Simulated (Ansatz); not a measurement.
# Sensitivity of the G0W0 gap of BiB (4H polytype) (P6_3mc)

Aim: change settings of a G0W0 run on BiB (4H polytype) (P6_3mc) and see what moves.

Calculated with Ansatz 0.2.0; G0W0 on PBE, plane waves, PAW.

The structure was built from a prototype and need not be the compound's stable phase.

### 1. Starting point

Symmetry: P6_3mc, No. 186, hexagonal system. Conventional cell: a = 3.896 Å, b = 3.896 Å, c = 12.760 Å, α = 90.00°, β = 90.00°, γ = 120.00°. Nearest to B lie 4 Bi at 2.38 to 2.39 Å. B has 4 Bi at 2.39 to 2.40 Å nearest. Bi has 4 B at 2.38 to 2.39 Å nearest. Nearest to Bi lie 4 B at 2.39 to 2.40 Å. It derives from B1Bi1. Farther neighbours are not listed.

The structure was relaxed with PBE. The structure type comes from a generator and need not be one that this composition takes. The runs that relaxed it are not among those shown. Spin-orbit coupling is left out unless a step names it. The default PAW set here is soft_2. Its files were made with PBE.

### 2. The base run: 6×6×2 mesh, 500 empty bands, screening to 120 eV

Now the one-shot GW correction: screening in the RPA, then the self-energy of the levels asked for.

Input file input.yaml:

```yaml
crystal:
  lattice:
    - [3.8956272968, 0.0, 0.0]
    - [-1.9478136484, 3.3737122027, 0.0]
    - [0.0, 0.0, 12.7602919113]
  atoms:
    - { symbol: B, position: [0.0, 0.0, 0.0004571309] }
    - { symbol: B, position: [0.3333333333, 0.6666666667, 0.2494352804] }
    - { symbol: B, position: [0.0, 0.0, 0.5004571309] }
    - { symbol: B, position: [0.6666666667, 0.3333333333, 0.7494352804] }
    - { symbol: Bi, position: [0.0, 0.0, 0.187221663] }
    - { symbol: Bi, position: [0.3333333333, 0.6666666667, 0.4378859257] }
    - { symbol: Bi, position: [0.0, 0.0, 0.687221663] }
    - { symbol: Bi, position: [0.6666666667, 0.3333333333, 0.9378859257] }
kpoints:
  mp_grid: { grid: [6, 6, 2] }
hamiltonian:
  xc: pbe
scf:
  occupations: { method: fixed }
gw:
  n_empty_bands: 500
  ecut_chi: 120.0
  qp_bands: [v2, c2]
  qp_kpoints: band_edges
  screening: { model: contour_deformation }
```

Command:

```bash
$ ansatz run input.yaml --threads 8 --pin off --max-ram 17510MiB --backend cpu --events-out ev --progress --plain --runs-dir out
```

Numbers of over 12 decimals in the logs are rounded to 6 here.

What it wrote:

```text
Engine: ansatz 0.2.0, aarch64-unknown-linux-gnu
Pseudopotentials: kind: paw
Pseudopotential: B, paw, valence charge 3, recommended cutoff 420 eV (normal), B.paw.azcp
Pseudopotential: Bi, paw, valence charge 15, recommended cutoff 420 eV (normal), Bi.paw.azcp
Functional definition: PBE
  parameter kappa = 0.804
  parameter beta = 0.066725
  exchange = pbe_x(kappa = kappa, mu = beta*pi^2/3)
  correlation = pbe_c(beta = beta)
Crystal: 8 atoms, lattice volume = 167.705 Å³
Basis set: ecut = 420 eV, 3319 PW (Γ)
Bands: 44, of which v1, the nominal top of the filled ones, is band 36 counted from 1 (35 counted from 0)
Symmetry: 12 space group operations
Space group: P63mc (ITA 186), of the structure as read, at distance tolerance 5.5e-5 Å
k-points: 14 of 72
Non-local potential: B, projectors of the file, l = 0: 2, l = 1: 2, l = 2: 1
Non-local potential: Bi, projectors of the file, l = 0: 2, l = 1: 2, l = 2: 2, l = 3: 2
PAW form: soft (Blöchl's): semilocal exchange-correlation on the pseudo side does not see the compensation charge
PAW one-centre angular grid: B, 110 points (default); XC on 64 Gauss nodes
PAW one-centre angular grid: Bi, 590 points (default); XC on 64 Gauss nodes
Initial density: superposition of atomic densities (neutral atoms: chi_scale 0, normalization atom), corrected by the library's trained network
Initial wavefunctions: pseudopotential atomic-orbital guess
Functional: x = pbe(κ = 0.804, μ = 0.219515), c = pbe(β = 0.066725)
SCF iter   1: F=—  HF=-50203.414258 eV  |F-HF|=—  |Δ(HF+E_count)|=         —  Δρ=2.15e-3  dr2=1.03e-2  ethr=1.77e-3  ⟨swp⟩=5.1  Hψ=2265  notcnv=0  defer=77
preconditioner: auto → Resta (q_TF=auto, 2.370 Å⁻¹)  ε∞=2.8  [insulator: Δε(μ)=0.193 eV  Ē_g=18.021 eV  n_scr=38 (ndim 8)  ℏωp=24.3 eV  f_vac=0.008  ε∞_Penn≈2.8]
SCF iter   2: F=—  HF=-50203.412769 eV  |F-HF|=—  |Δ(HF+E_count)|=   1.49e-3  Δρ=9.69e-4  dr2=1.67e-3  ethr=1.43e-5  ⟨swp⟩=2.6  Hψ=1212  notcnv=0  defer=83
SCF iter   3: F=—  HF=-50203.413816 eV  |F-HF|=—  |Δ(HF+E_count)|=   1.05e-3  Δρ=3.67e-4  dr2=2.56e-4  ethr=2.32e-6  ⟨swp⟩=2.0  Hψ=794  notcnv=0  defer=83
SCF iter   4: F=—  HF=-50203.414119 eV  |F-HF|=—  |Δ(HF+E_count)|=   3.04e-4  Δρ=8.16e-5  dr2=1.93e-5  ethr=3.55e-7  ⟨swp⟩=2.0  Hψ=816  notcnv=0  defer=83
SCF iter   5: F=—  HF=-50203.414144 eV  |F-HF|=—  |Δ(HF+E_count)|=   2.53e-5  Δρ=3.13e-5  dr2=3.51e-6  ethr=2.68e-8  ⟨swp⟩=2.0  Hψ=796  notcnv=0  defer=50
SCF iter   6: F=—  HF=-50203.414145 eV  |F-HF|=—  |Δ(HF+E_count)|=   9.73e-7  Δρ=1.27e-5  dr2=6.50e-7  ethr=4.87e-9  ⟨swp⟩=3.0  Hψ=1086  notcnv=0  defer=51
SCF iter   7: F=-50203.414146 eV  HF=-50203.414146 eV  |F-HF|=1.97e-8  |Δ(HF+E_count)|=   1.86e-7  Δρ=3.33e-6  dr2=3.52e-8  ethr=1.39e-10  ⟨swp⟩=9.1  Hψ=2319  notcnv=0
SCF 1 converged in 7 iterations: F = -50203.414146 eV  dr2 = 3.52e-8
[...]
E_vxc        = -716.179043  (∫ρ·V_xc dr)
  E_paw        = -42975.467906  (= ΣΔE_a)
  E_vpaw       = -1164.969159  (= ΣTr[D̂ρ^β])
  E_aug_tail   = -0.001783  (compensation charges beyond the density's cutoff)
  E_ewald      = -5977.834295
  E_smearing   = -0.000000  (= −TS)
  E_closure    = 0.000000  (closes the sum)
  Σ components = -50203.414146   (vs F -50203.414146, Δ=0.00e0)
--- Band table (eV; the first three rows and the last of 14) ---
  k-point 0: bands = [... 32 lower, 9.4281, 10.2815, 10.3929, 10.3929, 10.5808, 10.6243, 10.9214, 11.2806, ... 4 higher]
  k-point 1: bands = [... 32 lower, 10.0344, 10.0344, 10.0344, 10.0344, 10.6925, 10.6925, 11.5004, 11.5004, ... 4 higher]
  k-point 2: bands = [... 32 lower, 8.8438, 8.8558, 9.7096, 9.8827, 11.6455, 11.7225, 11.8566, 12.4120, ... 4 higher]
  k-point 13: bands = [... 32 lower, 7.3287, 7.3287, 7.6884, 7.6884, 11.9053, 11.9053, 12.9300, 12.9300, ... 4 higher]
--- G₀W₀: contour deformation, 8 samples at zero and on the imaginary axis and 1 off it, 72 q-points, 500 empty bands' worth ---
  eigenvalues of the whole cell's RPA ε∞ on this k-mesh (on a slab, of 1 + 4πα/V) = 103.5493, 283.4071, 283.4071; static W/v taken at q = 0 is 0.004100
  bands read: the sum over 536 bands ends inside a degenerate multiplet in 2 slots, whose members it reads at an even weight; the widest, k=1: bands 535 to 538 (counted from 1) at 2/4 each
  gw.qp_kpoints: band_edges: 9 of 14 stored k-points solved, in 1 pass; an edge of the gap read off the rows below is read off those points alone
    valence top: of the k-points left out ik 8 came nearest to being solved in a further pass, in band 36 (counted from 1, as in the quasiparticle table): it holds the edge there only if its correction is more favourable than any solved in that band by at least 1.307 eV; those differ by 0.140 eV
    conduction bottom: of the k-points left out ik 10 came nearest to being solved in a further pass, in band 37 (counted from 1, as in the quasiparticle table): it holds the edge there only if its correction is more favourable than any solved in that band by at least 0.948 eV; those differ by 0.123 eV
    ik  band        ε_KS         Σx   Σc(E_QP)       V_xc       Z   E_QP_lin       E_QP  E_QP is
     0    35     10.3929   -14.7611     0.3648   -14.1571  0.7363    10.1495    10.1538  root
     0    36     10.3929   -14.7611     0.3648   -14.1571  0.7363    10.1495    10.1538  root
     0    37     10.5808   -11.0170    -3.5247   -14.5934  0.7380    10.6326    10.6324  root
     0    38     10.6243   -11.9411    -3.6329   -15.7021  0.7331    10.7535    10.7524  root
     1    35     10.0344   -14.7608     0.5239   -13.9753  0.7379     9.7674     9.7729  root
     1    36     10.0344   -14.7608     0.5239   -13.9753  0.7379     9.7674     9.7729  root
     1    37     10.6925   -10.3097    -3.6775   -14.0337  0.7397    10.7391    10.7390  root
     1    38     10.6925   -10.3097    -3.6775   -14.0337  0.7397    10.7391    10.7390  root
[...]
13    35      7.6884   -14.8741     1.6025   -12.8922  0.7199     7.2936     7.3091  root
    13    36      7.6884   -14.8741     1.6025   -12.8922  0.7199     7.2936     7.3091  root
    13    37     11.9053    -7.8678    -4.0149   -11.8182  0.7464    11.8411    11.8408  root
    13    38     11.9053    -7.8678    -4.0149   -11.8182  0.7464    11.8411    11.8408  root
[key lines of the parts left out:]
SCF converged after 7 iterations
Free energy (F): -50203.414146 eV
Fermi energy:    10.392892 eV
```

Elapsed: 9.7 min, on 8 threads of Arm Neoverse V2, shared host; peak memory 6.9 GiB; 71 min of CPU time.

The column dr2 measures how far the density is from self-consistency, as an energy; F and HF (Harris–Foulkes) agree once it is small.

This step gave:

| Property | Result |
| --- | --- |
| bands summed | 536 |
| RPA ε∞ on this mesh (eigenvalues) | 103.5, 283.4, 283.4 |
| plane waves in the screening matrix | 515 |
| q-points in the mesh | 72 |
| G0W0 gap on the mesh | 0.4786 eV |
| k of the valence top | 0, 0, 0 |
| k of the conduction bottom | 0, 0, 0 |
| starting gap on the mesh | 0.1879 eV |
| Z at the valence top | 0.7363 |
| Z at the conduction bottom | 0.7380 |
| least direct G0W0 gap on the computed points | 0.4786 eV |

The gap on the mesh goes from 0.19 eV to 0.48 eV, a correction of +0.29 eV. Between the two edge states, bare exchange in place of the xc potential would open the gap by 4.18 eV, and correlation takes back 3.89 eV.

### 3. Variant: larger pair-density box

input.yaml, as its differences from that of step 2:

```diff
@@ -21,4 +21,4 @@
 gw:
-  n_empty_bands: 500
-  ecut_chi: 120.0
+  n_empty_bands: 380
+  ecut_chi: 100
   qp_bands: [v2, c2]
@@ -26 +26,2 @@
   screening: { model: contour_deformation }
+  ecutfock_ratio: 2
```

What it wrote:

```text
[...]
Crystal: 8 atoms, lattice volume = 167.705 Å³
Basis set: ecut = 420 eV, 3319 PW (Γ)
Bands: 44, of which v1, the nominal top of the filled ones, is band 36 counted from 1 (35 counted from 0)
[... 1 set-up line as in the run before ...]
[...]
k-points: 14 of 72
[...]
SCF iter   1: F=—  HF=-50203.414258 eV  |F-HF|=—  |Δ(HF+E_count)|=         —  Δρ=2.15e-3  dr2=1.03e-2  ethr=1.77e-3  ⟨swp⟩=5.1  Hψ=2265  notcnv=0  defer=77
[...]
SCF iter   7: F=-50203.414146 eV  HF=-50203.414146 eV  |F-HF|=1.97e-8  |Δ(HF+E_count)|=   1.86e-7  Δρ=3.33e-6  dr2=3.52e-8  ethr=1.39e-10  ⟨swp⟩=9.1  Hψ=2319  notcnv=0
SCF 1 converged in 7 iterations: F = -50203.414146 eV  dr2 = 3.52e-8
[...]
NSCF: frozen V_eff on 14 k-points
G₀W₀ screening: q 1/14
[... further progress lines ...]
SCF converged after 7 iterations
Free energy (F): -50203.414146 eV
[...]
Internal energy: -50203.414146 eV  (E = F + TS)
E sigma→0 (E₀):  -50203.414146 eV
Fermi energy:    10.392892 eV
[...]
--- Band table (eV; the first three rows and the last of 14) ---
  k-point 0: bands = [... 32 lower, 9.4281, 10.2815, 10.3929, 10.3929, 10.5808, 10.6243, 10.9214, 11.2806, ... 4 higher]
  k-point 1: bands = [... 32 lower, 10.0344, 10.0344, 10.0344, 10.0344, 10.6925, 10.6925, 11.5004, 11.5004, ... 4 higher]
  k-point 2: bands = [... 32 lower, 8.8438, 8.8558, 9.7096, 9.8827, 11.6455, 11.7225, 11.8566, 12.4120, ... 4 higher]
  k-point 13: bands = [... 32 lower, 7.3287, 7.3287, 7.6884, 7.6884, 11.9053, 11.9053, 12.9300, 12.9300, ... 4 higher]
[...]
0    35     10.3929   -14.7611     0.4449   -14.1571  0.7370    10.2320    10.2339  root
     0    36     10.3929   -14.7611     0.4449   -14.1571  0.7370    10.2320    10.2339  root
     0    37     10.5808   -11.0170    -3.4448   -14.5934  0.7386    10.7136    10.7124  root
     0    38     10.6243   -11.9411    -3.5434   -15.7021  0.7338    10.8454    10.8419  root
     1    35     10.0344   -14.7608     0.6020   -13.9753  0.7387     9.8474     9.8508  root
     1    36     10.0344   -14.7608     0.6020   -13.9753  0.7387     9.8474     9.8508  root
     1    37     10.6925   -10.3097    -3.6031   -14.0337  0.7402    10.8146    10.8135  root
     1    38     10.6925   -10.3097    -3.6031   -14.0337  0.7402    10.8146    10.8135  root
[...]
13    35      7.6884   -14.8741     1.6623   -12.8922  0.7203     7.3591     7.3689  root
    13    36      7.6884   -14.8741     1.6623   -12.8922  0.7203     7.3591     7.3689  root
    13    37     11.9053    -7.8678    -3.9590   -11.8182  0.7469    11.8968    11.8968  root
    13    38     11.9053    -7.8678    -3.9590   -11.8182  0.7469    11.8968    11.8968  root
```

Run time: 6.2 min. Hardware: 8 threads; peak memory 4.7 GiB.

The G0W0 gap on the mesh is 0.479 eV.

Against the base:

```tsv
setting	base	variant
empty bands	500	380
screening cutoff (eV)	120.0	100
ecutfock ratio	-	2
```

```tsv
quantity	variant	base
starting gap on the mesh	0.188	0.188
G0W0 gap on the mesh	0.479	0.479
least direct G0W0 gap on the computed points	0.479	0.479
Z at the valence top	0.737	0.736
Z at the conduction bottom	0.739	0.738
```

### 4. Results

| Property | Result |
| --- | --- |
| base | 0.48 eV, 9.7 min |
| larger pair-density box | 0.48 eV, 6.2 min |

What this shows: Larger pair-density box: the gap moves by −0.0001 eV. The variant differs from the base in empty bands, screening cutoff and ecutfock ratio together, so the change can't be laid to one of them. All runs here use a coarse mesh and modest cutoffs; they test settings and are not final values. The 6×6×2 mesh is coarse for this cell (its supercell is 23 Å along the shortest edge). The RPA ε∞ on it, from the PBE start, is 103.55 and 283.41; such meshes misread the long-range screening, most where the gap is narrow. Where an edge is built on 6p states of lead, bismuth or thallium, scalar-relativistic gaps usually stand too wide, by a few tenths to over one eV. With atoms this heavy and so narrow a gap, spin-orbit coupling can invert the bands. These scalar-relativistic gaps are then model values, not to be set against experiment, and a spin-orbit change taken from DFT can't simply be added. On this mesh the RPA ε∞ passes 90, more than nearly any semiconductor shows; a coarse mesh does this where one point with a narrow direct gap carries much weight. The screening is then too strong, and the G0W0 gap should not be taken as the material's.

[Paths, hosts, dates, memory and timing lines, banners, echoed tables and standing remarks are left out of the program output.]

[Logs are printed without paths, hosts, clocks, repeated set-up lines and the standing remarks that a program may print on its own settings, such as how far it seeks lower states.]

[Runs of the session that timed out or met a known fault of the program may be left out.]

[Cells called generated may have been cut or substituted from an entry of the Crystallography Open Database or the Materials Project.]

[Hosts, paths, dates, database ids (printed as entryN), source tags and the programs' standing remarks are cut or masked in the printed files.]
